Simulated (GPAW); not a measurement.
# A Si chain with one atom pushed aside at constant bond length: a series of junctions

How does transport respond as one structural variable is stepped? The junctions: a Si chain with one atom pushed aside at constant bond length.

Calculated with GPAW 26.7.0; GPAW LCAO, PAW setups; Landauer transmission from Green's functions with principal layers (ASE), zero bias.

**1. The structure**

The cell holds 11 atoms: 11 Si. Cell: a = 9.000 Å, b = 9.000 Å, c = 24.159 Å, α = 90.0°, β = 90.0°, γ = 90.0°. Regions: left lead, 5 atoms (5 Si); channel, 1 atom (1 Si); right lead, 5 atoms (5 Si). Vacuum lies along a and b. The structure is stacked along c, and the current runs across the ab planes.

**2. Junction, offset 0.3 Å**

The structure changes from member to member while basis and functional stay, so that the trend is less open to errors of the level than any single value.

The input, run.py:

```python
import json
import numpy as np
from ase import Atoms
from ase.transport.calculators import TransportCalculator
from gpaw import GPAW, FermiDirac
from gpaw.lcao.tools import get_lcao_hamiltonian
from scipy.linalg import eigh

# The junction with lead layers at both ends, along the third cell vector
device = Atoms(
    ['Si', 'Si', 'Si', 'Si', 'Si', 'Si', 'Si', 'Si', 'Si', 'Si', 'Si'],
    positions=[
        [4.50000, 4.50000, 1.10000],
        [4.50000, 4.50000, 3.30000],
        [4.50000, 4.50000, 5.50000],
        [4.50000, 4.50000, 7.70000],
        [4.50000, 4.50000, 9.90000],
        [4.80000, 4.50000, 12.07945],
        [4.50000, 4.50000, 14.25890],
        [4.50000, 4.50000, 16.45890],
        [4.50000, 4.50000, 18.65890],
        [4.50000, 4.50000, 20.85890],
        [4.50000, 4.50000, 23.05890]],
    cell=[[9.0, 0.0, 0.0], [0.0, 9.0, 0.0], [0.0, 0.0, 24.1589]],
    pbc=True)

# One principal layer of the lead: the first 3 atoms of the device
lead = Atoms(
    ['Si', 'Si', 'Si'],
    positions=[
        [4.50000, 4.50000, 1.10000],
        [4.50000, 4.50000, 3.30000],
        [4.50000, 4.50000, 5.50000]],
    cell=[[9.0, 0.0, 0.0], [0.0, 9.0, 0.0], [0.0, 0.0, 6.6]],
    pbc=True)

settings = dict(mode='lcao', basis='szp(dzp)', xc='PBE', h=0.2,
                occupations=FermiDirac(0.1), maxiter=250,
                mixer=dict(beta=0.1, nmaxold=8, weight=100.0),
                convergence=dict(density=0.0001))
energies = np.arange(-3, 3 + 1e-9, 0.075)
eta = 0.0001
n1, n2 = 1, 1
# k and -k transmit alike, so half of the mesh across the current serves
mesh = [(i, j) for i in range(n1) for j in range(n2) if (i, j) <= (-i % n1, -j % n2)]
weights = np.array([1 if (i, j) == (-i % n1, -j % n2) else 2 for i, j in mesh]) / (n1 * n2)

# [... helper functions left out ...]
fermi_lead = ground_state(lead, (1, 1, 17), 'lead.txt')
fermi_device = ground_state(device, (1, 1, 3), 'device.txt')
# [... loop over the mesh left out, but for ...]
        # Shift the lead onto the potential of the device's first layer
        shift = ((H[:, 0, 0] - H0[:, 0, 0]) / S0[0, 0]).real.mean()
# [...]
kT = 8.617333e-5 * 300
bias = [0.1, 0.2, 0.5, 1.0, 1.5, 2.0]
# [... integrals and printing left out ...]
```

Started as:

```
$ OMP_NUM_THREADS=1 OPENBLAS_NUM_THREADS=1 python run.py
```

What it wrote:

```text
basis functions: device 99, principal layer 27
Fermi level: lead -4.6866 eV, device -4.6839 eV; lead shifted by -0.0086 eV
largest coupling past the next layer 5.09e-05 eV, largest misfit of the first layer 0.007 eV
  E-E_F (eV)   T (one spin)  [channel counts left out]
    -3.000    1.1267e-10
    -2.925    7.3482e-11
    -2.850    5.1529e-11
    -2.775    3.8444e-11
    -2.700    3.0292e-11
    -2.625    2.5077e-11
    -2.550    2.1732e-11
    -2.475    1.9667e-11
    -2.400    1.8557e-11
    -2.325    1.8244e-11
    -2.250    1.8689e-11
    -2.175    1.9967e-11
    -2.100    2.2284e-11
    -2.025    2.6051e-11
    -1.950    3.2024e-11
    -1.875    4.1629e-11
[...]
2.475    2.9961e+00
     2.550    2.9959e+00
     2.625    2.9958e+00
     2.700    2.9956e+00
     2.775    2.9954e+00
     2.850    2.9951e+00
     2.925    2.9948e+00
     3.000    2.9944e+00
conductance at 300 K: 2.9662 G0 a cell; thermopower -0.1675 uV/K
current from the zero-bias T(E) at 0.1 V: 22.981 uA
current from the zero-bias T(E) at 0.2 V: 45.959 uA
current from the zero-bias T(E) at 0.5 V: 114.84 uA
current from the zero-bias T(E) at 1.0 V: 229.19 uA
current from the zero-bias T(E) at 1.5 V: 342.13 uA
current from the zero-bias T(E) at 2.0 V: 451.14 uA
```

Wall time 31 s (1 thread of AMD EPYC 7R43, shared host); peak memory 0.79 GiB.

Numbers from this step:

```yaml
conductance: 2.966 G₀
largest_coupling_past_the_next_principal_layer: 5.09e-5 eV
largest_misfit_of_the_first_principal_layer: 0.007301 eV
shift_that_aligns_the_lead: -0.008642 eV
basis_functions_of_the_junction: 99
basis_functions_of_a_principal_layer: 27
transmission_at_the_fermi_level_one_spin: 2.966
```

One spin. Table of transmission, zone mean by energy, zero at the Fermi level:

| energy (eV) | transmission, zone mean |
| --- | --- |
| -3.0000 | 1.1e-10 |
| -2.7750 | 3.8e-11 |
| -2.4750 | 2.0e-11 |
| -2.2500 | 1.9e-11 |
| -2.0250 | 2.6e-11 |
| -1.7250 | 8.6e-11 |
| -1.5000 | 5.8e-10 |
| -1.2750 | 6.8e-7 |
| -0.9750 | 2.51 |
| -0.7500 | 2.78 |
| -0.5250 | 2.89 |
| -0.2250 | 2.95 |
| 0.0000 | 2.97 |
| 0.2250 | 2.98 |
| 0.5250 | 2.99 |
| 0.7500 | 2.99 |
| 0.9750 | 2.99 |
| 1.2750 | 3.00 |
| 1.5000 | 3.00 |
| 1.7250 | 3.00 |
| 2.0250 | 3.00 |
| 2.2500 | 3.00 |
| 2.4750 | 3.00 |
| 2.7750 | 3.00 |
| 3.0000 | 2.99 |

Not self-consistent under bias; the bias window is split evenly. The current through one cell, from the zero-bias transmission by bias:

| bias (V) | current through one cell, from the zero-bias transmission (μA) |
| --- | --- |
| 0.100 | 23.0 |
| 0.200 | 46.0 |
| 0.500 | 115 |
| 1.000 | 229 |
| 1.500 | 342 |
| 2.000 | 451 |

Transmission of the three most open eigenchannels against energy, zero at the Fermi level:

| energy (eV) | channel 1 | channel 2 | channel 3 |
| --- | --- | --- | --- |
| -1.2750 | 6.8e-7 | 4.0e-9 | 1.3e-9 |
| -0.9750 | 0.997 | 0.826 | 0.683 |
| -0.7500 | 0.998 | 0.932 | 0.851 |
| -0.5250 | 0.998 | 0.969 | 0.918 |
| -0.2250 | 0.999 | 0.989 | 0.958 |
| 0.0000 | 0.999 | 0.995 | 0.973 |
| 0.2250 | 0.999 | 0.997 | 0.982 |
| 0.5250 | 0.999 | 0.998 | 0.990 |
| 0.7500 | 0.999 | 0.999 | 0.993 |
| 0.9750 | 0.999 | 0.999 | 0.995 |
| 1.2750 | 0.999 | 0.999 | 0.997 |
| 1.5000 | 0.999 | 0.999 | 0.998 |
| 1.7250 | 0.999 | 0.999 | 0.999 |
| 2.0250 | 0.999 | 0.999 | 0.998 |
| 2.2500 | 0.999 | 0.999 | 0.998 |
| 2.4750 | 0.999 | 0.999 | 0.997 |
| 2.7750 | 0.999 | 0.999 | 0.997 |
| 3.0000 | 0.999 | 0.999 | 0.996 |

Couplings past the next layer reach 5.1e-5 eV, small enough to drop; the matrix elements of the cell's first layer differ from the bulk lead's by up to 0.0073 eV. That layer keeps its own values in the calculation, and only beyond it is the lead taken as perfect. The Fermi levels of lead and junction count from different zeros of potential, one for each periodic cell; with both set to zero, the small remaining shift is what aligns them. By hand: G = 2.966 × 77.48 μS = 230 μS, a resistance of 4.35 kΩ; at 0.1 V a linear junction would pass 23.0 μA, and the integral over the bias window gives 23.0 μA.

**3. Junction: offset = 0.6**

The cell differs from the one that the last finished run ended in (c 24.159 → 24.033 Å).

run.py: that of step 2 with these lines changed.

```diff
@@ -17,9 +17,9 @@
         [4.50000, 4.50000, 9.90000],
-        [4.80000, 4.50000, 12.07945],
-        [4.50000, 4.50000, 14.25890],
-        [4.50000, 4.50000, 16.45890],
-        [4.50000, 4.50000, 18.65890],
-        [4.50000, 4.50000, 20.85890],
-        [4.50000, 4.50000, 23.05890]],
-    cell=[[9.0, 0.0, 0.0], [0.0, 9.0, 0.0], [0.0, 0.0, 24.1589]],
+        [5.10000, 4.50000, 12.01660],
+        [4.50000, 4.50000, 14.13320],
+        [4.50000, 4.50000, 16.33320],
+        [4.50000, 4.50000, 18.53320],
+        [4.50000, 4.50000, 20.73320],
+        [4.50000, 4.50000, 22.93320]],
+    cell=[[9.0, 0.0, 0.0], [0.0, 9.0, 0.0], [0.0, 0.0, 24.0332]],
     pbc=True)
```

What it wrote:

```text
basis functions: device 99, principal layer 27
Fermi level: lead -4.6866 eV, device -4.6597 eV; lead shifted by 0.0124 eV
largest coupling past the next layer 5.09e-05 eV, largest misfit of the first layer 0.025 eV
  E-E_F (eV)   T (one spin)  [channel counts left out]
    -3.000    1.3917e-10
    -2.925    8.9236e-11
    -2.850    6.1840e-11
    -2.775    4.5782e-11
    -2.700    3.5923e-11
    -2.625    2.9712e-11
    -2.550    2.5809e-11
    -2.475    2.3491e-11
    -2.400    2.2379e-11
    -2.325    2.2314e-11
    -2.250    2.3312e-11
    -2.175    2.5578e-11
    -2.100    2.9590e-11
    -2.025    3.6315e-11
    -1.950    4.7730e-11
    -1.875    6.8189e-11
[...]
2.475    2.9547e+00
     2.550    2.9515e+00
     2.625    2.9479e+00
     2.700    2.9439e+00
     2.775    2.9396e+00
     2.850    2.9348e+00
     2.925    2.9297e+00
     3.000    2.9246e+00
conductance at 300 K: 2.8472 G0 a cell; thermopower -0.5385 uV/K
current from the zero-bias T(E) at 0.1 V: 22.059 uA
current from the zero-bias T(E) at 0.2 V: 44.11 uA
current from the zero-bias T(E) at 0.5 V: 110.13 uA
current from the zero-bias T(E) at 1.0 V: 219.11 uA
current from the zero-bias T(E) at 1.5 V: 325.13 uA
current from the zero-bias T(E) at 2.0 V: 424.73 uA
```

The job ended after 39 s (1 thread; peak memory 0.79 GiB).

Numbers from this step:

- conductance: 2.847 G₀
- largest misfit of the first principal layer: 0.02526 eV
- shift that aligns the lead: 0.01237 eV
- transmission at the Fermi level (one spin): 2.848

One spin. Transmission, zone mean against energy, zero at the Fermi level:

| energy (eV) | transmission, zone mean |
| --- | --- |
| -3.0000 | 1.4e-10 |
| -2.7750 | 4.6e-11 |
| -2.4750 | 2.3e-11 |
| -2.2500 | 2.3e-11 |
| -2.0250 | 3.6e-11 |
| -1.7250 | 2.0e-10 |
| -1.5000 | 1.2e-6 |
| -1.2750 | 7.7e-9 |
| -0.9750 | 2.01 |
| -0.7500 | 2.42 |
| -0.5250 | 2.64 |
| -0.2250 | 2.79 |
| 0.0000 | 2.85 |
| 0.2250 | 2.89 |
| 0.5250 | 2.92 |
| 0.7500 | 2.94 |
| 0.9750 | 2.95 |
| 1.2750 | 2.96 |
| 1.5000 | 2.97 |
| 1.7250 | 2.97 |
| 2.0250 | 2.97 |
| 2.2500 | 2.96 |
| 2.4750 | 2.95 |
| 2.7750 | 2.94 |
| 3.0000 | 2.92 |

Not self-consistent under bias; the bias window is split evenly. Current through one cell, from the zero-bias transmission against bias:

| bias (V) | current through one cell, from the zero-bias transmission (μA) |
| --- | --- |
| 0.100 | 22.1 |
| 0.200 | 44.1 |
| 0.500 | 110 |
| 1.000 | 219 |
| 1.500 | 325 |
| 2.000 | 425 |

Table of transmission of the three most open eigenchannels by energy, zero at the Fermi level:

| energy (eV) | channel 1 | channel 2 | channel 3 |
| --- | --- | --- | --- |
| -3.00 | 1.4e-10 | 0 | 0 |
| -2.77 | 4.6e-11 | 0 | 0 |
| -2.55 | 2.6e-11 | 0 | 0 |
| -2.40 | 2.2e-11 | 0 | 0 |
| -2.17 | 2.6e-11 | 0 | 0 |
| -1.95 | 4.8e-11 | 0 | 0 |
| -1.73 | 2.0e-10 | 0 | 0 |
| -1.57 | 2.1e-9 | 0 | 0 |
| -1.35 | 1.4e-9 | 1.7e-11 | 1.6e-11 |
| -1.12 | 0.941 | 0.216 | 0.00996 |
| -0.90 | 0.993 | 0.800 | 0.385 |
| -0.75 | 0.994 | 0.894 | 0.528 |
| -0.53 | 0.996 | 0.958 | 0.682 |
| -0.30 | 0.998 | 0.983 | 0.779 |
| -0.07 | 0.999 | 0.993 | 0.839 |
| 0.00 | 0.999 | 0.995 | 0.854 |
| 0.07 | 0.999 | 0.996 | 0.867 |
| 0.30 | 0.999 | 0.998 | 0.900 |
| 0.53 | 0.999 | 0.998 | 0.924 |
| 0.75 | 0.999 | 0.998 | 0.942 |
| 0.90 | 0.999 | 0.998 | 0.952 |
| 1.12 | 0.999 | 0.997 | 0.964 |
| 1.35 | 0.999 | 0.995 | 0.973 |
| 1.57 | 0.999 | 0.992 | 0.979 |
| 1.73 | 0.999 | 0.989 | 0.983 |
| 1.95 | 0.998 | 0.987 | 0.983 |
| 2.17 | 0.998 | 0.990 | 0.976 |
| 2.40 | 0.998 | 0.993 | 0.967 |
| 2.55 | 0.998 | 0.994 | 0.959 |
| 2.77 | 0.997 | 0.996 | 0.946 |
| 3.00 | 0.998 | 0.997 | 0.929 |

The conductance, 2.85 G₀, lies 4.0 % below that of the member before.

**4. Member of the series: offset = 0.9**

The cell differs from the one that the last finished run ended in (c 24.033 → 23.815 Å).

run.py: that of step 3 with these lines changed.

```diff
@@ -17,9 +17,9 @@
         [4.50000, 4.50000, 9.90000],
-        [5.10000, 4.50000, 12.01660],
-        [4.50000, 4.50000, 14.13320],
-        [4.50000, 4.50000, 16.33320],
-        [4.50000, 4.50000, 18.53320],
-        [4.50000, 4.50000, 20.73320],
-        [4.50000, 4.50000, 22.93320]],
-    cell=[[9.0, 0.0, 0.0], [0.0, 9.0, 0.0], [0.0, 0.0, 24.0332]],
+        [5.40000, 4.50000, 11.90749],
+        [4.50000, 4.50000, 13.91497],
+        [4.50000, 4.50000, 16.11497],
+        [4.50000, 4.50000, 18.31497],
+        [4.50000, 4.50000, 20.51497],
+        [4.50000, 4.50000, 22.71497]],
+    cell=[[9.0, 0.0, 0.0], [0.0, 9.0, 0.0], [0.0, 0.0, 23.81497]],
     pbc=True)
```

What it wrote:

```text
basis functions: device 99, principal layer 27
Fermi level: lead -4.6866 eV, device -4.6148 eV; lead shifted by 0.0181 eV
largest coupling past the next layer 5.09e-05 eV, largest misfit of the first layer 0.052 eV
  E-E_F (eV)   T (one spin)  [channel counts left out]
    -3.000    1.8002e-10
    -2.925    1.1530e-10
    -2.850    8.0335e-11
[...]
2.925    2.6092e+00
     3.000    2.5916e+00
conductance at 300 K: 2.661 G0 a cell; thermopower -0.7328 uV/K
current from the zero-bias T(E) at 0.1 V: 20.616 uA
current from the zero-bias T(E) at 0.2 V: 41.224 uA
current from the zero-bias T(E) at 0.5 V: 102.91 uA
current from the zero-bias T(E) at 1.0 V: 204.71 uA
current from the zero-bias T(E) at 1.5 V: 303.96 uA
current from the zero-bias T(E) at 2.0 V: 398.53 uA
```

Run time: 38 s. Hardware: 1 thread; peak memory 0.79 GiB.

The conductance, 2.66 G₀, lies 6.5 % below that of the member before.

**5. Member of the series: offset = 1.2**

The cell differs from the one that the last finished run ended in (c 23.815 → 23.488 Å).

run.py: that of step 4 with these lines changed.

```diff
@@ -17,9 +17,9 @@
         [4.50000, 4.50000, 9.90000],
-        [5.40000, 4.50000, 11.90749],
-        [4.50000, 4.50000, 13.91497],
-        [4.50000, 4.50000, 16.11497],
-        [4.50000, 4.50000, 18.31497],
-        [4.50000, 4.50000, 20.51497],
-        [4.50000, 4.50000, 22.71497]],
-    cell=[[9.0, 0.0, 0.0], [0.0, 9.0, 0.0], [0.0, 0.0, 23.81497]],
+        [5.70000, 4.50000, 11.74391],
+        [4.50000, 4.50000, 13.58782],
+        [4.50000, 4.50000, 15.78782],
+        [4.50000, 4.50000, 17.98782],
+        [4.50000, 4.50000, 20.18782],
+        [4.50000, 4.50000, 22.38782]],
+    cell=[[9.0, 0.0, 0.0], [0.0, 9.0, 0.0], [0.0, 0.0, 23.48782]],
     pbc=True)
```

What it wrote:

```text
basis functions: device 99, principal layer 27
Fermi level: lead -4.6866 eV, device -4.5648 eV; lead shifted by 0.0314 eV
largest coupling past the next layer 5.09e-05 eV, largest misfit of the first layer 0.072 eV
  E-E_F (eV)   T (one spin)  [channel counts left out]
    -3.000    3.7154e-10
    -2.925    2.3148e-10
    -2.850    1.6111e-10
[...]
2.925    1.9794e+00
     3.000    1.9689e+00
conductance at 300 K: 2.4715 G0 a cell; thermopower -0.6291 uV/K
current from the zero-bias T(E) at 0.1 V: 19.147 uA
current from the zero-bias T(E) at 0.2 V: 38.284 uA
current from the zero-bias T(E) at 0.5 V: 95.532 uA
current from the zero-bias T(E) at 1.0 V: 189.76 uA
current from the zero-bias T(E) at 1.5 V: 281.34 uA
current from the zero-bias T(E) at 2.0 V: 368.97 uA
```

The job ended after 39 s (1 thread; peak memory 0.77 GiB).

The conductance, 2.47 G₀, lies 7.1 % below that of the member before.

**6. Comparing the runs**

Times are for 1 thread of AMD EPYC 7R43, shared host. The series side by side:

| no. | offset (Å) | conductance (G₀) | time | memory (GiB) |
| --- | --- | --- | --- | --- |
| 1 | 0.3 | 2.966 | 31 s | 0.79 |
| 2 | 0.6 | 2.847 | 39 s | 0.79 |
| 3 | 0.9 | 2.661 | 38 s | 0.79 |
| 4 | 1.2 | 2.471 | 39 s | 0.77 |

The runs together. The transmission, zone mean by energy, zero at the Fermi level:

| energy (eV) | 0.3 | 0.6 | 0.9 | 1.2 |
| --- | --- | --- | --- | --- |
| -3.000 | 1.1e-10 | 1.4e-10 | 1.8e-10 | 3.7e-10 |
| -2.475 | 2.0e-11 | 2.3e-11 | 3.5e-11 | 1.2e-10 |
| -2.025 | 2.6e-11 | 3.6e-11 | 1.3e-10 | 7.3e-11 |
| -1.500 | 5.8e-10 | 1.2e-6 | 8.7e-11 | 1.7e-11 |
| -0.975 | 2.51 | 2.01 | 1.95 | 1.97 |
| -0.525 | 2.89 | 2.64 | 2.43 | 2.28 |
| 0.000 | 2.97 | 2.85 | 2.66 | 2.47 |
| 0.525 | 2.99 | 2.92 | 2.76 | 2.52 |
| 0.975 | 2.99 | 2.95 | 2.81 | 2.46 |
| 1.500 | 3.00 | 2.97 | 2.82 | 2.32 |
| 2.025 | 3.00 | 2.97 | 2.78 | 2.17 |
| 2.475 | 3.00 | 2.95 | 2.71 | 2.06 |
| 3.000 | 2.99 | 2.92 | 2.59 | 1.97 |

The runs together. Table of current through one cell, from the zero-bias transmission by bias:

| bias (V) | 0.3 (μA) | 0.6 (μA) | 0.9 (μA) | 1.2 (μA) |
| --- | --- | --- | --- | --- |
| 0.100 | 23.0 | 22.1 | 20.6 | 19.1 |
| 0.200 | 46.0 | 44.1 | 41.2 | 38.3 |
| 0.500 | 115 | 110 | 103 | 95.5 |
| 1.000 | 229 | 219 | 205 | 190 |
| 1.500 | 342 | 325 | 304 | 281 |
| 2.000 | 451 | 425 | 399 | 369 |

(Continued in part 2 of 2.)

[Logs are printed without paths, hosts, clocks, repeated set-up lines and the standing remarks that a program may print on its own settings, such as how far it seeks lower states.]

[Hosts, paths, dates, database ids (printed as entryN), source tags and the programs' standing remarks are cut or masked in the printed files.]
